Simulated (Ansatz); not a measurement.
# From r2SCAN to G0W0: ZrSe3 (P2_1/m)

Aim: the quasiparticle gap of ZrSe3 (P2_1/m), starting from r2SCAN.

Method: r2SCAN, then G0W0 on it, plane waves, PAW, in Ansatz 0.2.0.

## 1. The structure

The structure is monoclinic, space group P2_1/m (No. 11). The conventional cell has a = 5.411 Å, b = 3.749 Å, c = 9.444 Å, α = 90.00°, β = 97.48°, γ = 90.00°. Zr has 8 Se at 2.72 to 2.87 Å nearest. Nearest to Se lie 4 Zr at 2.72 to 2.87 Å. Nearest to Se lie 1 Se at 2.34 Å and 2 Zr at 2.73 Å. Nearest to Se lie 1 Se at 2.34 Å and 2 Zr at 2.74 Å. Farther neighbours and most contacts between anions are not listed.

The cell and positions come from the Crystallography Open Database and are kept as given unless a step says otherwise. The default PAW set here is soft_2. Its files were made with PBE.

## 2. Bands along the symmetry lines

Levels along a band path and on the mesh show where this functional puts the band edges.

This step: DFT, r2SCAN, plane waves, PAW.

The input, input.yaml:

```yaml
crystal:
  lattice:
    - [5.4109, 0.0, 0.0]
    - [0.0, 3.7488, 0.0]
    - [-1.2294209091, 0.0, 9.3636349901]
  atoms:
    - { symbol: Zr, position: [0.285, 0.25, 0.656] }
    - { symbol: Zr, position: [0.715, 0.75, 0.344] }
    - { symbol: Se, position: [0.762, 0.25, 0.554] }
    - { symbol: Se, position: [0.238, 0.75, 0.446] }
    - { symbol: Se, position: [0.456, 0.25, 0.174] }
    - { symbol: Se, position: [0.544, 0.75, 0.826] }
    - { symbol: Se, position: [0.888, 0.25, 0.169] }
    - { symbol: Se, position: [0.112, 0.75, 0.831] }
kpoints:
  mp_grid: { grid: [4, 6, 4] }
  band_path:
    path:
      - [0.0, 0.0, 0.0]
      - [0.0, 0.5, 0.0]
      - [0.0, 0.5, 0.5]
      - [0.0, 0.0, 0.5]
      - [0.0, 0.0, 0.0]
      - [-0.5, 0.0, 0.5]
      - [-0.5, 0.5, 0.5]
      - [0.0, 0.5, 0.0]
      - [-0.5, 0.5, 0.0]
      - [-0.5, 0.0, 0.0]
      - [0.0, 0.0, 0.0]
    npoints: 10
hamiltonian:
  xc: r2scan
scf:
  occupations: { method: fermi_dirac, width: 0.02 }
  n_extra_bands: 6
output:
  eigenvalues: true
  forces: true
  stress: true
  write_density: true
  write_potential: true
  elf: true
  volumetric_format: npy
```

The run is started by

```
$ ansatz run input.yaml --threads 3 --pin off --max-ram 92160MiB --backend cuda --events-out ev --progress --plain --runs-dir out --devices 1 --max-vram 13GiB
```

Numbers of over 12 decimals in the logs are rounded to 6 here.

Output:

```text
scf.n_extra_bands = 6 over 60 filled bands (N_el = 120.0): the run solves 66 bands
GPUs: using 1 of 1 available (devices: 1).
Engine: ansatz 0.2.0, x86_64-unknown-linux-gnu
Pseudopotentials: kind: paw
Pseudopotential: Zr, paw, valence charge 12, recommended cutoff 500 eV (meta_gga), Zr.paw.azcp
Pseudopotential: Se, paw, valence charge 16, recommended cutoff 500 eV (meta_gga), Se.paw.azcp
Functional definition: r2SCAN
  parameter k0 = 0.174
  parameter k1 = 0.065
  parameter a1 = 4.9479
  exchange = r2scan_x(k0 = k0, k1 = k1, a1 = a1)
  correlation = r2scan_c
device memory: the entry about to start is reckoned to put 4.8 GiB on a device that reports 42.6 GiB free (of which the cap on the GPU budget leaves the run 13.0 GiB)
GPU FFT provider: cuFFT
GPU libraries: cuBLAS 13.8.2, cuFFT 12.4.0, cuSOLVER 12.3.4
Crystal: 8 atoms, lattice volume = 189.936 Å³
Basis set: ecut = 500 eV, 4769 PW (Γ), exchange–correlation on 160×120×288 points (64 copies of the dense FFT grid, shifted against one another)
Bands: 66, of which v1, the nominal top of the filled ones, is band 60 counted from 1 (59 counted from 0)
Symmetry: 4 space group operations
Space group: P21/m (ITA 11), of the structure as read, at distance tolerance 5.7e-5 Å
k-points: 40 of 96
Non-local potential: Zr, projectors of the file, l = 0: 3, l = 1: 2, l = 2: 2, l = 3: 2
Non-local potential: Se, projectors of the file, l = 0: 2, l = 1: 2, l = 2: 3, l = 3: 1
PAW form: soft (Blöchl's): semilocal exchange-correlation on the pseudo side does not see the compensation charge
PAW frozen core: Zr, regenerated for the run's functional (the file was generated under x = pbe(κ = 0.804, μ = 0.219515), c = pbe(β = 0.066725))
PAW frozen core: Se, regenerated for the run's functional (the file was generated under x = pbe(κ = 0.804, μ = 0.219515), c = pbe(β = 0.066725))
PAW one-centre angular grid: Zr, 590 points (default); XC on 160 Gauss nodes
PAW one-centre angular grid: Se, 590 points (default); XC on 160 Gauss nodes
Initial density: superposition of atomic densities (neutral atoms: chi_scale 0, normalization atom), corrected by the library's trained network
Initial wavefunctions: pseudopotential atomic-orbital guess
GPU buffer pool allocated for 86400 grid points (all kernels)
GPU transforms: local potential: pruned to the plane-wave sphere, on 40×27×72; band sums: pruned to the plane-wave sphere, on 40×30×72
Functional: x = r2scan, c = r2scan; τ floored in thin density (d = 2e-4 eV/Å³)
SCF iter   1: F=—  HF=-41268.540897 eV  |F-HF|=—  |Δ(HF+E_count)|=         —  Δρ=9.48e-3  dr2=3.45e-1  dr2_τ=5.06e-2  ethr=1.77e-3  ⟨swp⟩=6.0  Hψ=9195  notcnv=0
preconditioner: auto → Resta (q_TF=auto, 2.527 Å⁻¹)  ε∞=5.6  [insulator: Δε(μ)=0.715 eV  Ē_g=8.326 eV  σ=0.020 eV  W_gap=1.00  n_scr=52 (ndim 8)  ℏωp=17.9 eV  f_vac=0.062  D(μ)=0.00/eV (n_scr^D=0)  ε∞_Penn≈5.6]
SCF iter   2: F=—  HF=-41268.620788 eV  |F-HF|=—  |Δ(HF+E_count)|=   7.99e-2  Δρ=3.98e-3  dr2=3.01e-2  dr2_τ=6.44e-3  ethr=2.87e-4  ⟨swp⟩=2.9  Hψ=4312  notcnv=0  defer=58
SCF iter   3: F=—  HF=-41268.626350 eV  |F-HF|=—  |Δ(HF+E_count)|=   5.56e-3  Δρ=1.79e-3  dr2=4.35e-3  dr2_τ=2.05e-4  ethr=2.51e-5  ⟨swp⟩=2.3  Hψ=5179  notcnv=0  defer=58
SCF iter   4: F=—  HF=-41268.628477 eV  |F-HF|=—  |Δ(HF+E_count)|=   2.13e-3  Δρ=4.79e-4  dr2=3.28e-4  dr2_τ=2.70e-5  ethr=3.62e-6  ⟨swp⟩=2.0  Hψ=3644  notcnv=0  defer=58
SCF iter   5: F=—  HF=-41268.628558 eV  |F-HF|=—  |Δ(HF+E_count)|=   8.12e-5  Δρ=1.36e-4  dr2=3.92e-5  dr2_τ=1.52e-6  ethr=2.73e-7  ⟨swp⟩=2.0  Hψ=4902  notcnv=0  defer=58
SCF iter   6: F=—  HF=-41268.628826 eV  |F-HF|=—  |Δ(HF+E_count)|=   2.67e-4  Δρ=3.49e-5  dr2=2.38e-6  dr2_τ=8.39e-8  ethr=3.27e-8  ⟨swp⟩=2.0  Hψ=3503  notcnv=0  defer=58
SCF iter   7: F=—  HF=-41268.628827 eV  |F-HF|=—  |Δ(HF+E_count)|=   1.60e-6  Δρ=9.05e-6  dr2=3.23e-7  dr2_τ=1.35e-8  ethr=1.99e-9  ⟨swp⟩=2.0  Hψ=4982  notcnv=0  defer=58
SCF iter   8: F=-41268.628827 eV  HF=-41268.628827 eV  |F-HF|=2.28e-8  |Δ(HF+E_count)|=   1.97e-8  Δρ=4.13e-6  dr2=4.93e-8  dr2_τ=2.05e-9  ethr=8.33e-11  ⟨swp⟩=13.8  Hψ=23762  notcnv=0
SCF 1 converged in 8 iterations: F = -41268.628827 eV  dr2 = 4.93e-8
  greatest PAW one-centre occupation: 1.000 electrons in one spin orbital (limit 2), on the Se atom at site 5 (counted from 0), in its partial waves of l = 2
device memory: the entry about to start is reckoned to put 3.1 GiB on a device that reports 49.7 GiB free (of which the cap on the GPU budget leaves the run 13.0 GiB)
NSCF: frozen V_eff on 101 k-points
SCF converged after 8 iterations
Free energy (F): -41268.628827 eV
Harris-Foulkes:  -41268.628827 eV  (|F-HF|=2.28e-8)
Internal energy: -41268.628827 eV  (E = F + TS)
E sigma→0 (E₀):  -41268.628827 eV
Fermi energy:    9.629217 eV
--- Per-component energies (eV) ---
  E_band       = -2554.559603
  E_kinetic    = 1381.404033
  E_local      = -16412.162734  (includes V_loc(G=0)·N_el)
  E_nonlocal   = -3415.423456
  E_hartree    = 7908.219720
  E_xc         = -905.715476
  E_vxc        = -1061.788868  (∫ρ·V_xc dr)
  E_paw        = -17490.620934  (= ΣΔE_a)
  E_vpaw       = 1081.467591  (= ΣTr[D̂ρ^β])
  E_aug_tail   = -0.001235  (compensation charges beyond the density's cutoff)
  E_vtau       = 55.503118  (kinetic-family band-sum trace: ∫τ·v_τ [+ j·A + Jᵃ·Aᵃ] dr)
  E_ewald      = -12323.410640
  E_core_change = -10.918105  (= ΣΔE_core)
  E_smearing   = -0.000000  (= −TS)
  E_closure    = 0.000000  (closes the sum)
  Σ components = -41268.628827   (vs F -41268.628827, Δ=0.00e0)
--- Forces (eV/Å), atoms counted from 1 ---
  atom   1  Zr     0.00472448    -0.00000000     0.05753335
  atom   2  Zr    -0.00472448     0.00000000    -0.05753335
  atom   3  Se     0.03667649    -0.00000000     0.11849655
  atom   4  Se    -0.03667649     0.00000000    -0.11849655
  atom   5  Se     0.00240637     0.00000000    -0.08506209
  atom   6  Se    -0.00240637    -0.00000000     0.08506209
  atom   7  Se     0.00914643     0.00000000    -0.10143219
  atom   8  Se    -0.00914643    -0.00000000     0.10143219
  max |Σ_I F_I| component: 6.94e-18 eV/Å
--- Stress (GPa, compression-positive) ---
        2.380048      -0.000000      -0.039721
       -0.000000       2.330263      -0.000000
       -0.039721      -0.000000       2.415520
  P = ⅓ Tr σ = 2.3753 GPa (23.753 kbar)
--- Band table (eV; the first three rows and the last of 40) ---
  k-point 0: bands = [... 56 lower, 8.6659, 8.7709, 9.2455, 9.3131, 10.4017, 10.7870, 12.3408, 12.6091, ... 2 higher]
  k-point 1: bands = [... 56 lower, 8.6678, 8.7651, 9.2284, 9.2674, 10.3092, 10.8963, 12.3484, 12.5879, ... 2 higher]
  k-point 2: bands = [... 56 lower, 8.6737, 8.7584, 9.2162, 9.2209, 10.2665, 10.9562, 12.3422, 12.5951, ... 2 higher]
  k-point 39: bands = [... 56 lower, 7.6450, 7.6450, 7.9290, 7.9290, 10.2480, 10.2480, 12.2484, 12.2484, ... 2 higher]
```

Elapsed: 28 s, on 1 × NVIDIA H100 80GB HBM3 (shared by 6 runs) with 3 threads of AMD EPYC 7R13 (Zen 3), shared host; peak memory 1.5 GiB.

The column dr2 measures how far the density is from self-consistency, as an energy; F and HF (Harris–Foulkes) agree once it is small.

Numbers from this step:

- pressure: 2.375 GPa
- filled bands: 60
- gap: 0.6335 eV
- valence top at: k = (-0.100, 0.000, 0.000)
- conduction bottom at: Y_2
- least direct gap: 0.9285 eV

Over mesh and path the gap is 0.633 eV, from k = (-0.100, 0.000, 0.000) to k = (-0.500, 0.000, 0.000). The least direct gap found is 0.929 eV, at k = (-0.500, 0.000, 0.000).

The electronic bands at the labelled points (eV, zero at the top of the highest nominally filled band):

```tsv
point	band 57	band 58	band 59	band 60	band 61	band 62	band 63	band 64
Γ	-0.65	-0.55	-0.08	-0.01	1.08	1.47	3.02	3.29
halfway	-1.27	-1.16	-0.98	-0.87	2.21	2.43	3.14	3.22
Z	-1.71	-1.71	-1.12	-1.12	2.85	2.85	3.25	3.25
halfway	-1.80	-1.80	-1.12	-1.12	2.87	2.87	3.25	3.25
D	-1.91	-1.91	-1.11	-1.11	2.88	2.88	3.25	3.25
halfway	-1.18	-1.08	-0.94	-0.89	2.07	2.62	3.10	3.27
B	-0.65	-0.56	-0.10	-0.10	0.95	1.64	3.02	3.27
halfway	-0.65	-0.56	-0.09	-0.05	0.99	1.58	3.03	3.27
Γ	-0.65	-0.55	-0.08	-0.01	1.08	1.47	3.02	3.29
halfway	-0.83	-0.56	-0.51	-0.09	1.23	1.57	2.17	2.52
A	-1.41	-0.82	-0.44	-0.41	0.67	0.89	1.57	1.67
halfway	-1.30	-1.16	-1.04	-0.95	0.73	0.92	2.52	2.61
E	-1.68	-1.68	-1.39	-1.39	0.93	0.93	2.93	2.93
halfway	-1.55	-1.55	-1.25	-1.25	2.64	2.64	2.83	2.83
Z	-1.71	-1.71	-1.12	-1.12	2.85	2.85	3.25	3.25
halfway	-1.51	-1.51	-1.18	-1.18	2.51	2.51	2.87	2.87
C2	-1.82	-1.82	-1.30	-1.30	0.92	0.92	2.84	2.84
halfway	-1.27	-1.25	-1.15	-0.97	0.71	0.93	2.45	2.51
Y2	-0.90	-0.49	-0.37	-0.30	0.63	0.97	1.55	1.63
halfway	-0.53	-0.49	-0.35	-0.06	1.28	1.52	2.18	2.58
Γ	-0.65	-0.55	-0.08	-0.01	1.08	1.47	3.02	3.29
```

Electrostatic potential energy in the ac plane at fractional y = 0.250, with atoms of Zr and Se within 0.2 Å of it. With pseudopotentials it is smooth inside the atoms' cores, unlike the true potential.

Values in eV, 24 rows by 15 columns, each cell a mean:
```
 14  14  14  14  14  14  14  14  14  14  14  14  14  14  14
 14  14  14  14  14  14  14  14  14  14  14  14  14  14  14
 14  14  14  14  13  13  13  14  14  14  14  14  14  14  14
 14  14  13  12  11  11  12  13  13  14  14  14  14  14  14
 13  13  11   9   7   7   8  11  12  13  14  14  14  14  14
 13  10   6  -1  -7  -6   1   7  11  13  14  14  14  14  14
 11   6  -6 -26 -34 -32 -17   2   9  12  13  13  13  13  13
  9   1 -22 -35 -35 -35 -28  -2   8  11  10   8   8  10  11
  8  -1 -25 -35 -35 -35 -25   0   8   7  -2  -8  -8  -2   8
  8   2 -15 -31 -35 -27  -8   5   8  -3  -7   0  -2  -9   2
  9   7   1  -5  -7  -2   5   9   6  -8  -2   4   2  -8   1
 11  11   9   7   7   9  11  11   7  -7  -6  -1  -5  -8   6
 13  13  12  12  12  12  13  13  11   3  -6  -8  -5   5  11
 14  14  14  14  14  14  14  13  12  11   9   8  10  12  13
 14  14  14  14  14  14  14  13  13  12  11  11  12  13  13
 14  14  14  14  14  14  13  13  12  11  11  11  11  12  13
 11  13  13  13  13  12  10   9   9  10  10  10  10  10  10
  2   9  12  12  10   3  -6  -8  -5   4   8   7   0  -6  -6
-10   4  10  10   3 -10  -5  -2  -9  -6   4  -5 -10  -4  -6
-10   1  10   9  -3  -8   2   3  -6  -9  -1 -10  -3   3   1
 -9   6  11   9  -2  -9  -1  -2 -10  -3   1 -10  -4   1  -3
  4  11  13  12   7  -4  -9  -9  -2   7   8  -2  -9  -9  -7
 12  13  14  13  12  10   8   8  11  12  12  10   7   6   9
 14  14  14  14  14  14  13  13  14  14  14  13  13  13  14
```
Columns run along a (5.4 Å; values clipped at the 3rd and 97th percentile), rows up along c (9.4 Å). Atoms in or near the plane, at fractional coordinates: Zr at (0.28, 0.66), Se at (0.76, 0.55), Se at (0.46, 0.17), Se at (0.89, 0.17).

ELF in the ac plane at fractional y = 0.250, with atoms of Zr and Se within 0.2 Å of it. It is the smooth field of the valence electrons, not physical close to the nuclei.

Ten even steps from '0' (0.01) to '9' (0.88), each cell a mean:
```
000000000000110
000000000000000
000000000000000
001000000000000
011000011000000
001233100000000
003898610123331
117736821578876
428737825998999
626888428985689
611332138851388
300000037864687
100110015788874
000000003688751
000000001244310
100000233211233
620014787523688
851047898645799
862268656656667
862377314666313
962488656777547
951499997667899
820389986347999
200035541014676
```
Columns run along a (5.4 Å), rows up along c (9.4 Å). Atoms in or near the plane, at fractional coordinates: Zr at (0.28, 0.66), Se at (0.76, 0.55), Se at (0.46, 0.17), Se at (0.89, 0.17).

(Continued in part 2 of 2.)

[Paths, hosts, dates, memory and timing lines, banners, echoed tables and standing remarks are left out of the program output.]

[Logs are printed without paths, hosts, clocks, repeated set-up lines and the standing remarks that a program may print on its own settings, such as how far it seeks lower states.]

[Runs of the session that timed out or met a known fault of the program may be left out.]

[Cells called generated may have been cut or substituted from an entry of the Crystallography Open Database or the Materials Project.]

[Hosts, paths, dates, database ids (printed as entryN), source tags and the programs' standing remarks are cut or masked in the printed files.]

[Where an RPA ε∞ is given, it is that of the G0W0 mesh and is not shown converged in it. Names of k-points follow the symmetry that the program found, which can be lower than the space group named. Band edges on a path are those of the sampled points; other points can move an edge, and change direct to indirect where valleys lie close.]

[Hybrid gaps are those of their k-mesh and are not shown converged in it.]
